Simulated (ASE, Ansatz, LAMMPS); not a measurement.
## (11,0) carbon nanotube bundle (132 atoms): support functions against a reference

Aim: test how closely localised support functions follow the reference on (11,0) carbon nanotube bundle (132 atoms), and at what cost. A setting counts as converged where the r.m.s. difference of forces stays under 1 % of the r.m.s. force.

Calculated with Ansatz 0.2.0; Kohn-Sham DFT, PBE+D4, PAW (set soft_2), plane waves.

## 1. Starting point

The cell holds 132 atoms: 132 C. Its edges and angles: a = 11.913 Å, b = 11.913 Å, c = 12.549 Å, α = 90.0°, β = 90.0°, γ = 120.0°. It derives from C (graphene). Graphene sheet (a = 2.46 Å) rolled into a (11,0) tube of diameter 8.61 Å, 3 periods, hexagonal bundle with 3.3 Å between walls; minimised with a classical potential (one cell length free).

What the set-up can't give: The Brillouin zone is sampled at Γ only, in a cell whose shortest periodic width is 10 Å.

## 2. The classical run that made the cell

A minimisation with a classical potential prepares the built cell.

This step: classical potential: AIREBO (Stuart, Tutein and Harrison, J. Chem. Phys. 112, 6472 (2000)) (LAMMPS stable Jul 2025 - Update 4).

The input, in.lammps:

```
units metal
atom_style atomic
boundary p p p
atom_modify map array
read_data structure.data
pair_style airebo 3.0 1 1
pair_coeff * * CH.airebo C
thermo_style custom step temp pe press lx ly lz fmax
thermo 200
min_style cg
minimize 0 1e-4 3000 30000
fix box all box/relax z 0.0 vmax 0.001
minimize 0 1e-4 3000 30000
unfix box
minimize 0 1e-4 2000 20000
write_data relaxed.data nocoeff
```

Run with:

```console
$ lmp -in in.lammps -log log.lammps -screen none -nocite
```

Numbers of over 12 decimals in the logs are rounded to 6 here.

What it wrote:

```text
LAMMPS (22 Jul 2025 - Update 4)
  132 atoms
   Step          Temp          PotEng         Press            Lx             Ly             Lz            Fmax     
         0   0             -973.18502     -68557.038      11.913466      10.317364      12.782535      0.10138712   
        70   0             -973.32873     -51670.27       11.913466      10.317364      12.782535      9.4776323e-06
Loop time of 1.64447 on 1 procs for 70 steps with 132 atoms
Minimization stats:
  Stopping criterion = force tolerance
  Energy initial, next-to-last, final = 
     -973.185022397865   -973.32872688382  -973.328726883981
  Force two-norm initial, final = 0.98951556 6.6013327e-05
[... 14 lines left out ...]
  Iterations, force evaluations = 413 807
   Step          Temp          PotEng         Press            Lx             Ly             Lz            Fmax     
       483   0             -974.56679     -5693.0042      11.913466      10.317364      12.549443      1.211707e-05 
       484   0             -974.56679     -5693.0055      11.913466      10.317364      12.549443      9.654363e-06 
Loop time of 0.0184726 on 1 procs for 1 steps with 132 atoms
Minimization stats:
  Stopping criterion = force tolerance
  Energy initial, next-to-last, final = 
     -974.566788015128  -974.566788015128  -974.566788015217
  Force two-norm initial, final = 8.7631531e-05 8.2434127e-05
  Force max component initial, final = 1.211707e-05 9.654363e-06
  Iterations, force evaluations = 1 2
```

Elapsed: 9.9 s, on 1 thread of Intel Xeon at 2.80GHz (Skylake/Cascade Lake), shared host.

## 3. Plane-wave single point

The first run fixes the reference, at a cutoff of 420 eV.

The input, input.yaml:

```yaml
crystal:
  lattice:
    - [11.91347, 0.0, 0.0]
    - [-5.95673, 10.31736, 0.0]
    - [0.0, 0.0, 12.54944]
  atoms:
    - { symbol: C, position: [0.36069, 0.0, 0.1202] }
    - { symbol: C, position: [0.40495, 0.11724, 0.06505] }
    - { symbol: C, position: [0.41613, 0.22496, 0.12019] }
    - { symbol: C, position: [0.39298, 0.31397, 0.06504] }
    - { symbol: C, position: [0.40495, 0.11724, 0.28686] }
    - { symbol: C, position: [0.41613, 0.22496, 0.23172] }
    - { symbol: C, position: [0.33841, 0.37766, 0.1202] }
    - { symbol: C, position: [0.25703, 0.41147, 0.06505] }
    - { symbol: C, position: [0.39298, 0.31397, 0.28686] }
    - { symbol: C, position: [0.33841, 0.37766, 0.23171] }
    - { symbol: C, position: [0.15444, 0.41147, 0.12019] }
    - { symbol: C, position: [0.03925, 0.37766, 0.06504] }
    - { symbol: C, position: [0.25703, 0.41147, 0.28685] }
    - { symbol: C, position: [0.15444, 0.41147, 0.23172] }
    - { symbol: C, position: [0.92099, 0.31397, 0.1202] }
    - { symbol: C, position: [0.80883, 0.22496, 0.06505] }
    - { symbol: C, position: [0.03925, 0.37766, 0.28687] }
    - { symbol: C, position: [0.92099, 0.31397, 0.23171] }
    - { symbol: C, position: [0.71229, 0.11724, 0.12019] }
    - { symbol: C, position: [0.63931, 0.0, 0.06504] }
    - { symbol: C, position: [0.80883, 0.22496, 0.28685] }
    - { symbol: C, position: [0.71229, 0.11724, 0.23172] }
    - { symbol: C, position: [0.59505, 0.88276, 0.12019] }
    - { symbol: C, position: [0.58387, 0.77504, 0.06505] }
    - { symbol: C, position: [0.63931, 0.0, 0.28687] }
    - { symbol: C, position: [0.59505, 0.88276, 0.23172] }
    - { symbol: C, position: [0.60702, 0.68603, 0.1202] }
    - { symbol: C, position: [0.66159, 0.62234, 0.06504] }
    - { symbol: C, position: [0.58387, 0.77504, 0.28685] }
    - { symbol: C, position: [0.60702, 0.68603, 0.23171] }
    - { symbol: C, position: [0.74297, 0.58853, 0.12019] }
    - { symbol: C, position: [0.84556, 0.58853, 0.06505] }
    [... 94 atom lines left out ...]
    - { symbol: C, position: [0.19117, 0.77504, 0.78685] }
    - { symbol: C, position: [0.28771, 0.88276, 0.73172] }
    - { symbol: C, position: [0.07901, 0.68603, 0.95353] }
    - { symbol: C, position: [0.19117, 0.77504, 0.89839] }
    - { symbol: C, position: [0.28771, 0.88276, 0.95352] }
    - { symbol: C, position: [0.36069, 0.0, 0.89837] }
kpoints:
  mp_grid: { grid: [1, 1, 1] }
hamiltonian:
  xc: pbe
  dispersion: d4
scf:
  occupations: { method: gaussian, width: 0.025 }
output:
  forces: true
  stress: true
  populations: true
  dos:
    method: { smearing: { sigma: 0.15 } }
    de: 0.1
    projected: { site_lists: { C: [C] } }
  eigenvalues: true
  write_density: true
  write_potential: true
  volumetric_format: npy
```

Run with:

```console
$ ansatz run input.yaml --threads 8 --pin off --max-ram 15872MiB --backend cpu --events-out ev --progress --plain --runs-dir out
```

What it wrote:

```text
Warning: the atoms were moved onto the symmetric positions of the space group found under crystal.symmetry.tolerance 1.0e-5 (fractional; no operation is sought that the atoms, as they stand in a round, miss by more than twice it, and no atom is moved by as much as it), and the run uses the moved positions. [...]
Engine: ansatz 0.2.0, aarch64-unknown-linux-gnu
Pseudopotentials: kind: paw
Pseudopotential: C, paw, valence charge 4, recommended cutoff 420 eV (normal), C.paw.azcp
[... 5 lines on functional and potentials left out ...]
Crystal: 132 atoms, lattice volume = 1542.521 Å³
Basis set: ecut = 420 eV, 30101 PW (Γ), exchange–correlation on 160×160×180 points (8 copies of the dense FFT grid, shifted against one another)
Bands: 396, of which v1, the nominal top of the filled ones, is band 264 counted from 1 (263 counted from 0)
Symmetry: 24 space group operations
Space group: Cmcm (ITA 63), of the structure as read, at distance tolerance 1.2e-4 Å
k-points: 1
[... 3 lines on functional and potentials left out ...]
Initial density: superposition of atomic densities (neutral atoms: chi_scale 0, normalization atom), corrected by the library's trained network
Initial wavefunctions: pseudopotential atomic-orbital guess
Functional: x = pbe(κ = 0.804, μ = 0.219515), c = pbe(β = 0.066725)
SCF iter   1: F=—  HF=-33123.644105 eV  |F-HF|=—  |Δ(HF+E_count)|=         —  Δρ=4.20e-3  dr2=3.06e-1  ethr=1.77e-3  ⟨swp⟩=7.0  Hψ=1779  notcnv=0  defer=91
preconditioner: auto → Resta (q_TF=auto, 2.282 Å⁻¹)  ε∞=3.0  [insulator: Δε(μ)=0.912 eV  Ē_g=15.369 eV  σ=0.025 eV  W_gap=1.00  n_scr=326 (ndim 8)  ℏωp=21.7 eV  f_vac=0.271  D(μ)=0.00/eV (n_scr^D=0)  ε∞_Penn≈3.0  vacuum switching on, ρ_ref=1.7e-2 e/Å³]
SCF iter   2: F=—  HF=-33123.680459 eV  |F-HF|=—  |Δ(HF+E_count)|=   3.64e-2  Δρ=2.06e-3  dr2=4.91e-2  ethr=5.79e-5  ⟨swp⟩=2.0  Hψ=667  notcnv=0  defer=123
SCF iter   3: F=—  HF=-33123.710863 eV  |F-HF|=—  |Δ(HF+E_count)|=   3.04e-2  Δρ=5.45e-4  dr2=4.41e-3  ethr=9.30e-6  ⟨swp⟩=2.0  Hψ=483  notcnv=0  defer=123
SCF iter   4: F=—  HF=-33123.717065 eV  |F-HF|=—  |Δ(HF+E_count)|=   6.20e-3  Δρ=1.93e-4  dr2=1.21e-3  ethr=8.34e-7  ⟨swp⟩=2.0  Hψ=514  notcnv=0  defer=123
SCF iter   5: F=—  HF=-33123.717184 eV  |F-HF|=—  |Δ(HF+E_count)|=   1.19e-4  Δρ=7.93e-5  dr2=3.67e-4  ethr=2.29e-7  ⟨swp⟩=2.0  Hψ=456  notcnv=0  defer=123
SCF iter   6: F=—  HF=-33123.717367 eV  |F-HF|=—  |Δ(HF+E_count)|=   1.83e-4  Δρ=3.21e-5  dr2=2.46e-5  ethr=6.95e-8  ⟨swp⟩=2.0  Hψ=421  notcnv=0  defer=123
SCF iter   7: F=—  HF=-33123.718421 eV  |F-HF|=—  |Δ(HF+E_count)|=   1.05e-3  Δρ=9.99e-6  dr2=1.97e-6  ethr=4.66e-9  ⟨swp⟩=2.0  Hψ=518  notcnv=0  defer=123
SCF iter   8: F=—  HF=-33123.718424 eV  |F-HF|=—  |Δ(HF+E_count)|=   2.85e-6  Δρ=3.23e-6  dr2=3.13e-7  ethr=3.72e-10  ⟨swp⟩=2.0  Hψ=537  notcnv=0  defer=123
SCF iter   9: F=-33123.718424 eV  HF=-33123.718424 eV  |F-HF|=1.72e-8  |Δ(HF+E_count)|=   4.83e-8  Δρ=6.63e-7  dr2=6.19e-9  ethr=1.89e-11  ⟨swp⟩=30.0  Hψ=4405  notcnv=0
SCF 1 converged in 9 iterations: F = -33123.718424 eV  dr2 = 6.19e-9
  greatest PAW one-centre occupation: 0.682 electrons in one spin orbital (limit 2), on the C atom at site 121 (counted from 0), in its partial waves of l = 0
WARN: The output density's exchange-correlation potential varies sharply where the density is thin. Do not read a vacuum level from v_tot or v_xc, or from such a field of the output density. On a cell that repeats whose density bears no net charge and no dipole along the vacuum's axis use v_es (v_loc + v_h of the components); [...]
SCF converged after 9 iterations
Free energy (F): -33123.718424 eV
Harris-Foulkes:  -33123.718424 eV  (|F-HF|=1.72e-8)
Internal energy: -33123.718424 eV  (E = F + TS)
E sigma→0 (E₀):  -33123.718424 eV
Fermi energy:    4.440020 eV
--- Per-component energies (eV) ---
  E_band       = -2631.079563
  E_kinetic    = 12185.039655
  E_local      = -40408.527377  (includes V_loc(G=0)·N_el)
  E_nonlocal   = 3650.075426
  E_hartree    = 15381.993999
  E_xc         = -6380.697246
  E_vxc        = -7902.249521  (∫ρ·V_xc dr)
  E_paw        = -13130.925718  (= ΣΔE_a)
  E_vpaw       = -919.402309  (= ΣTr[D̂ρ^β])
  E_aug_tail   = 0.001193  (compensation charges beyond the density's cutoff)
  E_ewald      = -4402.091997
  E_disp       = -18.586359  (pairwise vdW)
  E_smearing   = -0.000000  (= −TS)
  E_closure    = -0.000000  (closes the sum)
  Σ components = -33123.718424   (vs F -33123.718424, Δ=0.00e0)
--- Forces (eV/Å), atoms counted from 1 ---
  atom   1  C      0.18550555    -0.00000004     0.07536628
  atom   2  C      0.23686021     0.01623173    -0.08658422
  atom   3  C      0.18873983     0.10500369     0.18031122
  atom   4  C      0.11368420     0.21798887    -0.15212841
  atom   5  C      0.23686021     0.01623173     0.08658422
  atom   6  C      0.18873983     0.10500369    -0.18031122
  atom   7  C      0.11303483     0.17581947     0.13020218
  atom   8  C      0.04165155     0.20553341    -0.09999456
  atom   9  C      0.11368420     0.21798887     0.15212841
  atom  10  C      0.11303483     0.17581947    -0.13020218
  atom  11  C     -0.04165145     0.20553343     0.09999456
  atom  12  C     -0.11303474     0.17581953    -0.13020218
  atom  13  C      0.04165155     0.20553341     0.09999456
  atom  14  C     -0.04165145     0.20553343    -0.09999456
[...]
atom 131  C      0.23686020    -0.01623185     0.08658422
  atom 132  C      0.18550555    -0.00000004    -0.07536628
  max |Σ_I F_I| component: 6.11e-16 eV/Å
--- Stress (GPa, compression-positive) ---
        5.634397       0.000000      -0.000000
        0.000000       5.749860      -0.000000
       -0.000000      -0.000000      17.343104
  P = ⅓ Tr σ = 9.5758 GPa (95.758 kbar)
--- Band table (eV) ---
  k-point 0: bands = ["-15.7185", "-15.5021", "-15.5006", "-15.0797", [... 380 levels ...], "13.2619", "13.2694", "13.3586", "13.3802", "13.3802", "13.3858", "13.3858", "13.4434", "13.4434", "13.4478", "13.4478", "13.5160"]
--- Löwdin populations: 132 sites ---
  site symbol       q [e]
     0      C      3.9612
     1      C      3.9593
     2      C      3.9563
[...]
131      C      3.9612
  spilling = 0.010113 (of n_electrons = 528.000000)
```

Run time: 29 s. Hardware: 8 threads of Arm Neoverse N1, shared host; peak memory 2 GiB; 3.6 min of CPU time.

In the SCF lines HF is the Harris–Foulkes energy and dr2 the Hartree energy of the density residual, in eV; the loop may stop once dr2 is under the threshold and the program's other checks hold. Hψ counts applications of the Hamiltonian.

The program notes that positions were snapped to a detected symmetry and the exchange-correlation potential is rough where the density is thin.

Read from the output:

```
free energy                                      : -33123.7184 eV
free energy per atom                             : -250.9373 eV/atom
SCF cycles                                       : 9
pressure                                         : 9.576 GPa
r.m.s. force component                           : 0.148 eV/Å
longest force                                    : 0.2891 eV/Å
Fermi energy                                     : 4.44 eV
gap (highest filled to lowest empty level) : 0.9133 eV
spilling of the projection                       : 0.01011
```

Length of the force by element:

```csv
element,coordination,atoms,mean length of the force (eV/Å),spread,least,most
C,all,132,0.255,0.0268,0.200,0.289
```

The mean of these charges, 0.040 e, is only the charge that the projection spills.

Löwdin charges by element (they lack the spilled electrons, 0.040 e an atom on average):

```csv
element,coordination,atoms,mean charge (e),spread,least,most
C,all,132,0.0405,0.0027,0.0373,0.0437
```

States in the cell by windows of 1 eV, zero at the Fermi level; the larger projections on atomic orbitals stand beside the total:

```csv
from (eV),to (eV),total,C p,C s
-10,-9,24.2,18.6,5.4
-9,-8,42.0,36.7,4.8
-8,-7,46.3,43.4,2.1
-7,-6,49.1,47.1,1.6
-6,-5,45.7,43.5,2.0
-5,-4,43.2,42.5,0.5
-4,-3,28.6,28.3,0.2
-3,-2,26.3,26.1,0.1
-2,-1,7.8,7.8,0.0
-1,0,7.1,7.0,0.0
0,1,14.4,14.0,0.2
1,2,14.9,14.2,0.1
2,3,17.6,14.9,0.0
3,4,34.0,27.7,1.4
4,5,18.9,10.7,0.1
```

Between -21 and -10 eV lie 208 more states.

The levels nearest the highest filled one (over half full), pooled over k-points and spins:

```csv
level less the highest filled one (eV),occupation
-1.45,2
-1.18,2
-0.488,2
-0.0386,2
-3.0e-4,2
0,2
0.913,0
0.920,0
0.964,0
1.08,0
1.15,0
1.26,0
```

Electrostatic potential energy in the cb plane at fractional x = 0.405, with atoms of C within 0.2 Å of it. With pseudopotentials it is smooth inside the atoms' cores, unlike the true potential.

Values in eV, 13 rows by 16 columns, each cell a mean:
```
  6   3   2   2   4   6   5   1   3   2   6   6   1   3   1   5
  8   8   8   8   8   8   8   8   8   8   8   8   8   8   8   8
  8   8   8   8   8   8   8   8   8   8   8   8   8   8   8   8
  8   8   8   8   8   8   8   8   8   8   8   8   8   8   8   8
  8   8   8   8   8   8   8   8   8   8   8   8   8   8   8   8
  8   8   8   8   8   8   8   8   8   8   8   8   8   8   8   8
  8   7   6   6   7   8   7   6   7   6   7   7   6   7   6   7
  4  -2  -2  -3   0   5   1  -4   0  -3   4   3  -4   0  -4   2
-25 -37   1  -1 -41 -23 -44  -7   3 -27 -33 -37 -21   3 -11 -44
 -6 -29 -20 -24 -27  -6 -22 -29 -15 -32 -11 -13 -33 -13 -32 -19
 -4 -28 -24 -28 -25  -3 -19 -33 -18 -33  -7 -10 -35 -16 -35 -15
-28 -42   0  -2 -46 -26 -50  -9   2 -31 -37 -42 -25   2 -13 -50
  2 -15 -16 -19 -11   3  -6 -23 -11 -20   1   0 -22  -9 -24  -3
```
Columns run along c (12.5 Å; values clipped at the 3rd and 97th percentile), rows up along b (11.9 Å). Atoms in or near the plane, at fractional coordinates: C at (0.07, 0.12), C at (0.12, 0.22), C at (0.07, 0.31), C at (0.29, 0.12), C at (0.23, 0.22), C at (0.29, 0.31), C at (0.40, 0.12), C at (0.45, 0.22), C at (0.40, 0.31), C at (0.62, 0.12), C at (0.57, 0.22), C at (0.62, 0.31), C at (0.73, 0.12), C at (0.79, 0.22) and more.

Valence density in the cb plane at fractional x = 0.405, with atoms of C within 0.2 Å of it. It is the smooth field of the valence electrons, not physical close to the nuclei.

Values in e/Å³, 13 rows by 16 columns, each cell a mean:
```
0.1 0.3 0.4 0.4 0.3 0.1 0.2 0.4 0.3 0.4 0.1 0.2 0.4 0.3 0.4 0.2
0.1 0.1 0.0 0.0 0.1 0.1 0.1 0.0 0.0 0.1 0.1 0.1 0.1 0.0 0.0 0.1
0.0 0.0 0.0 0.0 0.0 0.0 0.0 0.0 0.0 0.0 0.0 0.0 0.0 0.0 0.0 0.0
0.0 0.0 0.0 0.0 0.0 0.0 0.0 0.0 0.0 0.0 0.0 0.0 0.0 0.0 0.0 0.0
0.0 0.0 0.0 0.0 0.0 0.0 0.0 0.0 0.0 0.0 0.0 0.0 0.0 0.0 0.0 0.0
0.0 0.0 0.0 0.0 0.0 0.0 0.0 0.0 0.0 0.0 0.0 0.0 0.0 0.0 0.0 0.0
0.0 0.1 0.1 0.1 0.1 0.0 0.1 0.2 0.1 0.1 0.1 0.1 0.1 0.1 0.2 0.1
0.2 0.6 0.6 0.6 0.6 0.2 0.5 0.7 0.5 0.7 0.3 0.3 0.7 0.5 0.7 0.4
1.5 1.5 0.4 0.5 1.6 1.5 1.6 0.8 0.3 1.4 1.6 1.6 1.2 0.3 0.9 1.6
0.8 1.7 1.2 1.3 1.6 0.7 1.4 1.5 1.1 1.7 0.9 1.0 1.7 1.1 1.6 1.3
0.6 1.7 1.3 1.4 1.5 0.6 1.3 1.6 1.2 1.7 0.8 0.9 1.7 1.2 1.6 1.2
1.7 1.7 0.5 0.6 1.8 1.7 1.8 0.9 0.4 1.5 1.7 1.7 1.4 0.3 1.1 1.8
0.3 1.1 1.1 1.1 1.0 0.3 0.8 1.2 1.0 1.2 0.4 0.5 1.3 1.0 1.2 0.7
```
Columns run along c (12.5 Å), rows up along b (11.9 Å). Atoms in or near the plane, at fractional coordinates: C at (0.07, 0.12), C at (0.12, 0.22), C at (0.07, 0.31), C at (0.29, 0.12), C at (0.23, 0.22), C at (0.29, 0.31), C at (0.40, 0.12), C at (0.45, 0.22), C at (0.40, 0.31), C at (0.62, 0.12), C at (0.57, 0.22), C at (0.62, 0.31), C at (0.73, 0.12), C at (0.79, 0.22) and more.

Löwdin charges run from +0.04 to +0.04 e, about a mean that is the spilled charge alone. The largest share in the top eV of filled states is C p (100 % of the projected weight), and in the lowest eV of empty states C p (98 % of the projected weight).

## 4. Local order

These statistics describe the geometry on which the runs were made.

Density 1.71 g/cm³, 11.69 Å³ an atom.

Pair distribution function in bins of 0.1 Å:

```csv
r (Å),total
1.25,0.00
1.35,4.92
1.45,9.16
1.55,0.00
1.65,0.00
1.75,0.00
1.85,0.00
1.95,0.00
2.05,0.00
2.15,0.00
2.25,0.00
2.35,0.00
2.45,9.49
2.55,0.00
2.65,0.00
2.75,3.62
2.85,0.00
2.95,0.00
3.05,0.00
3.15,0.00
3.25,0.00
3.35,0.07
3.45,0.28
3.55,0.14
3.65,4.42
3.75,0.37
3.85,0.23
3.95,0.43
4.05,0.20
4.15,3.84
4.25,0.19
4.35,0.90
4.45,0.43
4.55,0.17
4.65,1.50
4.75,0.38
4.85,2.71
4.95,1.23
5.05,1.33
5.15,0.51
5.25,0.37
5.35,0.24
5.45,1.77
5.55,0.74
```

Bonds by pair of elements; cutoffs follow the first minimum of g(r), held within bounds set by covalent radii, and pairs that aren't listed don't count as bonded:

```csv
pair A-B,cutoff (Å),bonds,mean length (Å),spread (Å),shortest (Å),B about A,A about B
C-C,1.82,198,1.40,0.002,1.40,3,3
```

How many atoms have how many bonded neighbours:

```csv
element,mean,3
C,3,132
```

Bond angles, per cent of each kind in bins of 5°:

```csv
angle (°),C-C-C
115–120,100.0
```

Bond angles (no mean is given where the spread exceeds 20°):

```csv
angle,count,mean (°),spread (°)
C-C-C,396,119,0.3
```

Rings of the network by King's shortest-path rule, up to 12 atoms, one path for each pair of neighbours; H, halogens, alkali and alkaline-earth atoms are left out, and the last column divides by all other atoms, bonded or not:

```csv
ring size (atoms),rings,per network atom
6,66,0.5
```

The first peak of g(r) lies near 1.41 Å. With the cutoffs above, all C atoms have 3 bonded neighbours. The C-C-C angle averages 119° with a spread of 0.3°. All rings counted have 6 atoms.

[end of part 1 of 2]

[Logs are printed without paths, hosts, clocks, repeated set-up lines and the standing remarks that a program may print on its own settings, such as how far it seeks lower states.]

[Hosts, paths, dates, database ids (printed as entryN), source tags and the programs' standing remarks are cut or masked in the printed files.]
